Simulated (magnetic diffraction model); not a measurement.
# Magnetic neutron pattern of K₂MgCrF₆

Space group Fm-3m (no. 225), a = 8.6160 Å.

| site | atom | x | y | z |
| --- | --- | --- | --- | --- |
| 4a | Cr | 0 | 0 | 0 |
| 8c | K | 1/4 | 1/4 | 3/4 |
| 4b | Mg | 1/2 | 0 | 0 |
| 24e | F | 0.2183 | 0 | 0 |

This is a made-up structure (elements placed in a structure type, unrelaxed), so the numbers test the method and describe no known phase.

Only Cr is taken to order (form factors of Cr2+); orders and moment sizes are assumed, and not adapted to the symmetry. Radiation: neutrons of λ = 2.0775 Å, 8° to 80°; isotropic B of 0.27 Å² (Cr), 0.26 Å² (K), 0.32 Å² (Mg) and 0.27 Å² (F). The intensities are simulated: I ∝ L Σ (|F_N|² + |F_M⊥|²) for unpolarised neutrons, with F_M = 2.695 fm/μB × Σ f(s) S exp(2πi Q·r) exp(−B s²) at Q = H ± k (one set where k and −k are equivalent), only the part normal to Q counting and L = 1/(sin²θ cos θ). For collinear order S is the moment m, which repeats by lattice and centring translations R with the sign exp(−2πi k·R). Form factors are spin-only for 3d ions and dipole or tabulated for f ions, scattering lengths are Sears's of 1992, and absorption is left out. A label names one of the reflections at its angle. The strongest nuclear line in the range is 100, and lines under 0.2 are left out.

Assume the order k = (1 0 0), collinear moments along [100], 3.6 μB on Cr.

Predict the pattern, nuclear and magnetic parts apart.

```csv
2θ (°),index,nuclear,magnetic
19.63,(0 1 1),0.0,17.6
24.11,(1 1 1),7.3,0.0
27.91,(2 0 0),32.3,0.0
31.28,(1 2 0),0.0,8.9
34.35,(2 1 1),0.0,2.9
39.88,(2 2 0),8.0,0.0
42.41,(1 2 2),0.0,4.1
44.82,(0 3 1),0.0,3.9
47.14,(3 1 1),3.3,0.0
49.37,(2 2 2),68.9,0.0
51.53,(3 2 0),0.0,0.8
53.63,(2 3 1),0.0,3.0
57.66,(4 0 0),100.0,0.0
59.62,(3 2 2),0.0,2.0
61.53,(4 1 1),0.0,0.8
63.41,(3 3 1),23.4,0.0
65.25,(4 2 0),16.4,0.0
67.07,(1 4 2),0.0,1.7
68.87,(2 3 3),0.0,0.7
72.40,(4 2 2),1.5,0.0
74.14,(3 4 0),0.0,0.4
75.87,(4 3 1),0.0,1.0
77.58,(5 1 1),35.0,0.0
```

The strongest magnetic line in the range is (0 1 1) at 19.63° (17.6). On top of the Lorentz factor, which all lines share, magnetic lines fade with angle because f falls: for Cr2+ it is 0.88, 0.62, 0.37 and 0.09 at sin θ/λ = 0.1, 0.2, 0.3 and 0.5 Å⁻¹, while nuclear lengths stay constant. The order has no net moment.

[Logs are printed without paths, hosts, clocks, repeated set-up lines and the standing remarks that a program may print on its own settings, such as how far it seeks lower states.]
